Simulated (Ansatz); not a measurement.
**ZnCo3C (Pm-3m): relaxing the cell for a phonon run**

Task: relax ZnCo3C (Pm-3m) tightly.

Calculated with Ansatz 0.2.0; DFT PBEsol, scalar-relativistic, plane waves, PAW; PAW set soft_1.

**1. The structure**

Symmetry: Pm-3m, No. 221, cubic system. The conventional cell has a = 3.727 Å, b = 3.727 Å, c = 3.727 Å, α = 90.00°, β = 90.00°, γ = 90.00°. Nearest to Zn lie 12 Co at 2.64 Å. Nearest to Co lie 2 C at 1.86 Å and 8 Co at 2.64 Å and 4 Zn at 2.64 Å. Nearest to C lie 6 Co at 1.86 Å. Farther neighbours are not listed.

**2. A magnetic order at the starting cell, 5 atoms**

Phonons depend on the magnetic state, so simple orders are compared first, at the starting cell. This run starts ferromagnetic.

Input file input.yaml:

```yaml
crystal:
  lattice:
    - [3.72695436, 0.0, 0.0]
    - [0.0, 3.72695436, 0.0]
    - [0.0, 0.0, 3.72695436]
  atoms:
    - { symbol: Zn, position: [0.0, 0.0, 0.0] }
    - { symbol: Co, position: [0.0, 0.5, 0.5], spin: 3.0 }
    - { symbol: Co, position: [0.5, 0.5, 0.0], spin: 3.0 }
    - { symbol: Co, position: [0.5, 0.0, 0.5], spin: 3.0 }
    - { symbol: C, position: [0.5, 0.5, 0.5] }
kpoints:
  mp_grid: { grid: [8, 8, 8] }
hamiltonian:
  xc: pbesol
  pseudopotentials: { kind: paw, azcp: { folder: soft_1 }, xc_functional: pbe }
scf:
  occupations: { method: gaussian, width: 0.05 }
  max_iter: 100
output:
  forces: true
  stress: true
  eigenvalues: true
  populations: true
magnetization:
  spin_polarized: true
```

Started as:

```
$ ansatz run input.yaml --threads 4 --pin off --max-ram 10240MiB --backend cpu --events-out ev --progress --plain --runs-dir out
```

Numbers of over 12 decimals in the logs are rounded to 6 here.

The program printed:

```text
Engine: ansatz 0.2.0, aarch64-unknown-linux-gnu
Pseudopotentials: kind: paw
Pseudopotential: Zn, paw, valence charge 12, recommended cutoff 420 eV (normal), soft_1/Zn.paw.azcp
Pseudopotential: Co, paw, valence charge 17, recommended cutoff 420 eV (normal), soft_1/Co.paw.azcp
Pseudopotential: C, paw, valence charge 4, recommended cutoff 420 eV (normal), soft_1/C.paw.azcp
[...]
k-point 34 ↓: bands = [... 30 lower, 14.7311, 15.8796, 15.8796, 16.3786, 16.3786, 16.3786, 18.6912, 18.6912, ... 8 higher]
--- Löwdin populations: 5 sites ---
  site symbol       q [e]    m [muB]
     0     Zn     11.0558    -0.0098
     1     Co     16.6715     0.3798
     2     Co     16.6715     0.3798
     3     Co     16.6715     0.3798
     4      C      4.9894    -0.0579
  spilling = 0.014035 (of n_electrons = 67.000000)
[key lines of the parts left out:]
SCF converged after 14 iterations
Magnetization: 1.0166 μB (34.0083 up, 32.9917 down)
Free energy (F): -18806.873224 eV
Fermi energy:    16.063604 eV
P = ⅓ Tr σ = -8.0280 GPa (-80.280 kbar)
```

Run time: 6.3 s. Hardware: 4 threads of Arm Neoverse V1, shared host; peak memory 0.48 GiB.

This step gave:

- magnetization: 1.017 μB
- absolute magnetization: 1.276 μB
- site moments: -0.02271, 0.3580, 0.3580, 0.3580, -0.03470 μB
- pressure: -8.028 GPa
- volume per atom: 10.35 Å³
- gap on the k-mesh: 0 eV

The cell carries a net spin moment of 1.02 μB and an absolute one of 1.28 μB.

**3. A magnetic order at the starting cell, 10 atoms**

Phonons depend on the magnetic state, so simple orders are compared first, at the starting cell. This run starts antiferromagnetic, q = (0.5, 0.5, 0.5).

System of this step: ZnCo3C (Pm-3m). It takes space group Pm-3m (No. 221, cubic). Conventional cell: a = 3.727 Å, b = 3.727 Å, c = 3.727 Å, α = 90.00°, β = 90.00°, γ = 90.00°. Nearest to Zn lie 12 Co at 2.64 Å. Nearest to Co lie 2 C at 1.86 Å and 4 Zn at 2.64 Å and 8 Co at 2.64 Å. Nearest to C lie 6 Co at 1.86 Å. Farther neighbours are not listed.

input.yaml, the sections that differ from step 2:

```yaml
crystal:
  lattice:
    - [3.72695436, 3.72695436, 0.0]
    - [3.72695436, 0.0, 3.72695436]
    - [3.72695436, 0.0, -3.72695436]
  atoms:
    - { symbol: Zn, position: [0.0, 0.0, 0.0] }
    - { symbol: Zn, position: [0.0, 0.5, 0.5] }
    - { symbol: Co, position: [0.5, 0.0, 0.5], spin: 3.0 }
    - { symbol: Co, position: [0.5, 0.5, 0.0], spin: -3.0 }
    - { symbol: Co, position: [0.5, 0.0, 0.0], spin: 3.0 }
    - { symbol: Co, position: [0.5, 0.5, 0.5], spin: -3.0 }
    - { symbol: Co, position: [0.0, 0.5, 0.0], spin: 3.0 }
    - { symbol: Co, position: [0.0, 0.0, 0.5], spin: -3.0 }
    - { symbol: C, position: [0.5, 0.25, 0.75] }
    - { symbol: C, position: [0.5, 0.75, 0.25] }
# kpoints, hamiltonian, scf, output, magnetization: as in step 2
```

The program printed:

```text
[...]
Crystal: 10 atoms, lattice volume = 103.536 Å³
Basis set: ecut = 420 eV, 2085 PW (Γ), exchange–correlation on 72×72×72 points (8 copies of the dense FFT grid, shifted against one another)
Bands: 92, of which v1, the nominal top of the filled ones, is band 67 counted from 1 (66 counted from 0)
Symmetry: 12 space group operations
[...]
site symbol       q [e]    m [muB]
     0     Zn     11.0566    -0.0082
     1     Zn     11.0566    -0.0082
     2     Co     16.6715     0.3868
     3     Co     16.6716     0.3868
     4     Co     16.6715     0.3868
     5     Co     16.6716     0.3868
     6     Co     16.6715     0.3868
     7     Co     16.6716     0.3868
     8      C      4.9893    -0.0587
     9      C      4.9893    -0.0587
  spilling = 0.014022 (of n_electrons = 134.000000)
[key lines of the parts left out:]
SCF converged after 2 iterations
Magnetization: 2.0758 μB (68.0379 up, 65.9621 down)
Free energy (F): -37613.748050 eV
Fermi energy:    16.052103 eV
P = ⅓ Tr σ = -8.0051 GPa (-80.051 kbar)
```

Wall time 4 min (4 threads); peak memory 4 GiB; 16 min of CPU time.

Numbers from this step:

| Quantity | Value |
| --- | --- |
| magnetization | 2.076 μB |
| absolute magnetization | 2.596 μB |
| pressure | -8.005 GPa |

The cell carries a net spin moment of 2.08 μB and an absolute one of 2.60 μB.

**4. A magnetic order at the starting cell, 10 atoms (run 2)**

Phonons depend on the magnetic state, so simple orders are compared first, at the starting cell. This run starts antiferromagnetic, q = (0, 0, 0.5).

input.yaml, the sections that differ from step 3:

```yaml
crystal:
  lattice:
    - [3.72695436, 0.0, 0.0]
    - [0.0, 3.72695436, 0.0]
    - [0.0, 0.0, 7.45390872]
  atoms:
    - { symbol: Zn, position: [0.0, 0.0, 0.0] }
    - { symbol: Zn, position: [0.0, 0.0, 0.5] }
    - { symbol: Co, position: [0.0, 0.5, 0.25], spin: 3.0 }
    - { symbol: Co, position: [0.0, 0.5, 0.75], spin: -3.0 }
    - { symbol: Co, position: [0.5, 0.5, 0.0], spin: 3.0 }
    - { symbol: Co, position: [0.5, 0.5, 0.5], spin: -3.0 }
    - { symbol: Co, position: [0.5, 0.0, 0.25], spin: 3.0 }
    - { symbol: Co, position: [0.5, 0.0, 0.75], spin: -3.0 }
    - { symbol: C, position: [0.5, 0.5, 0.25] }
    - { symbol: C, position: [0.5, 0.5, 0.75] }
kpoints:
  mp_grid: { grid: [8, 8, 4] }
# hamiltonian, scf, output, magnetization: as in step 3
```

The program printed:

```text
[...]
Crystal: 10 atoms, lattice volume = 103.536 Å³
Basis set: ecut = 420 eV, 2041 PW (Γ), exchange–correlation on 50×50×100 points (8 copies of the dense FFT grid, shifted against one another)
Bands: 92, of which v1, the nominal top of the filled ones, is band 67 counted from 1 (66 counted from 0)
Symmetry: 8 space group operations
[...]
site symbol       q [e]    m [muB]
     0     Zn     11.0558     0.0098
     1     Zn     11.0558     0.0098
     2     Co     16.6715    -0.3798
     3     Co     16.6715    -0.3798
     4     Co     16.6715    -0.3798
     5     Co     16.6715    -0.3798
     6     Co     16.6715    -0.3798
     7     Co     16.6715    -0.3798
     8      C      4.9894     0.0579
     9      C      4.9894     0.0579
  spilling = 0.014035 (of n_electrons = 134.000000)
[key lines of the parts left out:]
SCF converged after 2 iterations
Magnetization: -2.0332 μB (65.9834 up, 68.0166 down)
Free energy (F): -37613.746448 eV
Fermi energy:    16.063551 eV
P = ⅓ Tr σ = -8.0275 GPa (-80.275 kbar)
```

Run time: 7.3 min. Hardware: 4 threads; peak memory 2.9 GiB; 29 min of CPU time.

The cell carries a net spin moment of 2.03 μB and an absolute one of 2.55 μB.

**5. A magnetic order at the starting cell, 10 atoms (run 3)**

Phonons depend on the magnetic state, so simple orders are compared first, at the starting cell. This run starts antiferromagnetic, q = (0.5, 0.5, 0).

input.yaml, the sections that differ from step 4:

```yaml
crystal:
  lattice:
    - [0.0, 0.0, -3.72695436]
    - [-3.72695436, -3.72695436, 0.0]
    - [-3.72695436, 3.72695436, 0.0]
  atoms:
    - { symbol: Zn, position: [0.0, 0.5, 0.5] }
    - { symbol: Zn, position: [0.0, 0.0, 0.0] }
    - { symbol: Co, position: [0.5, 0.25, 0.75], spin: -3.0 }
    - { symbol: Co, position: [0.5, 0.75, 0.25], spin: 3.0 }
    - { symbol: Co, position: [0.0, 0.0, 0.5], spin: -3.0 }
    - { symbol: Co, position: [0.0, 0.5, 0.0], spin: 3.0 }
    - { symbol: Co, position: [0.5, 0.25, 0.25], spin: -3.0 }
    - { symbol: Co, position: [0.5, 0.75, 0.75], spin: 3.0 }
    - { symbol: C, position: [0.5, 0.0, 0.5] }
    - { symbol: C, position: [0.5, 0.5, 0.0] }
kpoints:
  mp_grid: { grid: [8, 6, 6] }
# hamiltonian, scf, output, magnetization: as in step 4
```

The program printed:

```text
[...]
Crystal: 10 atoms, lattice volume = 103.536 Å³
Basis set: ecut = 420 eV, 2045 PW (Γ), exchange–correlation on 50×72×72 points (8 copies of the dense FFT grid, shifted against one another)
Bands: 92, of which v1, the nominal top of the filled ones, is band 67 counted from 1 (66 counted from 0)
Symmetry: 4 space group operations
[...]
site symbol       q [e]    m [muB]
     0     Zn     11.0561     0.0087
     1     Zn     11.0561     0.0087
     2     Co     16.6714    -0.3915
     3     Co     16.6714    -0.3915
     4     Co     16.6715    -0.3857
     5     Co     16.6715    -0.3858
     6     Co     16.6714    -0.3915
     7     Co     16.6714    -0.3915
     8      C      4.9894     0.0585
     9      C      4.9894     0.0585
  spilling = 0.014032 (of n_electrons = 134.000000)
[key lines of the parts left out:]
SCF converged after 2 iterations
Magnetization: -2.0934 μB (65.9533 up, 68.0467 down)
Free energy (F): -37613.745340 eV
Fermi energy:    16.055248 eV
P = ⅓ Tr σ = -7.9849 GPa (-79.849 kbar)
```

The job ended after 7.7 min (4 threads; peak memory 4.8 GiB; 30 min of CPU time).

The cell carries a net spin moment of 2.09 μB and an absolute one of 2.61 μB.

**6. The orders compared**

An antiferromagnetic start is carried into the relaxation if it ends more than 3 meV per atom below the ferromagnetic start.

Numbers from this step:

```
start carried on : ferromagnetic
```

Orders, by row:

```csv
starting order,atoms,energy from the first start (meV/atom),largest moment (μB),gap on mesh (eV),net moment of the cell (μB),order kept
ferromagnetic,5,0,0.36,0,1.02,yes
"antiferromagnetic, q = (0.5, 0.5, 0.5)",10,-0.2,0.36,0,2.08,no
"antiferromagnetic, q = (0, 0, 0.5)",10,0,0.36,0,-2.03,no
"antiferromagnetic, q = (0.5, 0.5, 0)",10,0.1,0.37,0,-2.09,no
```

The start carried on is the ferromagnetic one.

**7. Probe on a coarse mesh**

A quick single point on a coarse mesh tells whether the cell has a gap and how far it is from rest, which sets the k mesh and smearing that follow.

System of this step: ZnCo3C (Pm-3m). The structure is cubic, space group Pm-3m (No. 221). Conventional cell: a = 3.727 Å, b = 3.727 Å, c = 3.727 Å, α = 90.00°, β = 90.00°, γ = 90.00°. Nearest to Zn lie 12 Co at 2.64 Å. Nearest to Co lie 2 C at 1.86 Å and 8 Co at 2.64 Å and 4 Zn at 2.64 Å. C has 6 Co at 1.86 Å nearest. Farther neighbours are not listed.

input.yaml, the sections that differ from step 5:

```yaml
crystal:
  lattice:
    - [3.72695436, 0.0, 0.0]
    - [0.0, 3.72695436, 0.0]
    - [0.0, 0.0, 3.72695436]
  atoms:
    - { symbol: Zn, position: [0.0, 0.0, 0.0] }
    - { symbol: Co, position: [0.0, 0.5, 0.5], spin: 3.0 }
    - { symbol: Co, position: [0.5, 0.5, 0.0], spin: 3.0 }
    - { symbol: Co, position: [0.5, 0.0, 0.5], spin: 3.0 }
    - { symbol: C, position: [0.5, 0.5, 0.5] }
kpoints:
  mp_grid: { grid: [6, 6, 6] }
scf:
  occupations: { method: gaussian, width: 0.1 }
  lower_state_search: "off"
# hamiltonian, output, magnetization: as in step 5
```

The program printed:

```text
[...]
Crystal: 5 atoms, lattice volume = 51.768 Å³
Basis set: ecut = 420 eV, 1021 PW (Γ), exchange–correlation on 50×50×50 points (8 copies of the dense FFT grid, shifted against one another)
Bands: 46, of which v1, the nominal top of the filled ones, is band 34 counted from 1 (33 counted from 0)
Symmetry: 48 space group operations
[...]
k-point 19 ↓: bands = [... 30 lower, 14.7300, 15.8705, 15.8705, 16.3739, 16.3739, 16.3739, 18.6902, 18.6902, ... 8 higher]
--- Löwdin populations: 5 sites ---
  site symbol       q [e]    m [muB]
     0     Zn     11.0559    -0.0117
     1     Co     16.6712     0.3713
     2     Co     16.6712     0.3713
     3     Co     16.6712     0.3713
     4      C      4.9893    -0.0560
  spilling = 0.014046 (of n_electrons = 67.000000)
[key lines of the parts left out:]
SCF converged after 16 iterations
Magnetization: 0.9944 μB (33.9972 up, 33.0028 down)
Free energy (F): -18806.877175 eV
Fermi energy:    16.045887 eV
P = ⅓ Tr σ = -7.9769 GPa (-79.769 kbar)
```

It took 3.3 s on 4 threads; peak memory 0.39 GiB; 12 s of CPU time.

Numbers from this step:

- magnetization: 0.9944 μB
- absolute magnetization: 1.249 μB
- site moments: -0.02280, 0.3500, 0.3500, 0.3500, -0.03361 μB
- pressure: -7.977 GPa

The coarse mesh shows no gap and a pressure of -8.0 GPa.

[end of part 1 of 2]

[Logs are printed without paths, hosts, clocks, repeated set-up lines and the standing remarks that a program may print on its own settings, such as how far it seeks lower states.]

[Hosts, paths, dates, database ids (printed as entryN), source tags and the programs' standing remarks are cut or masked in the printed files.]
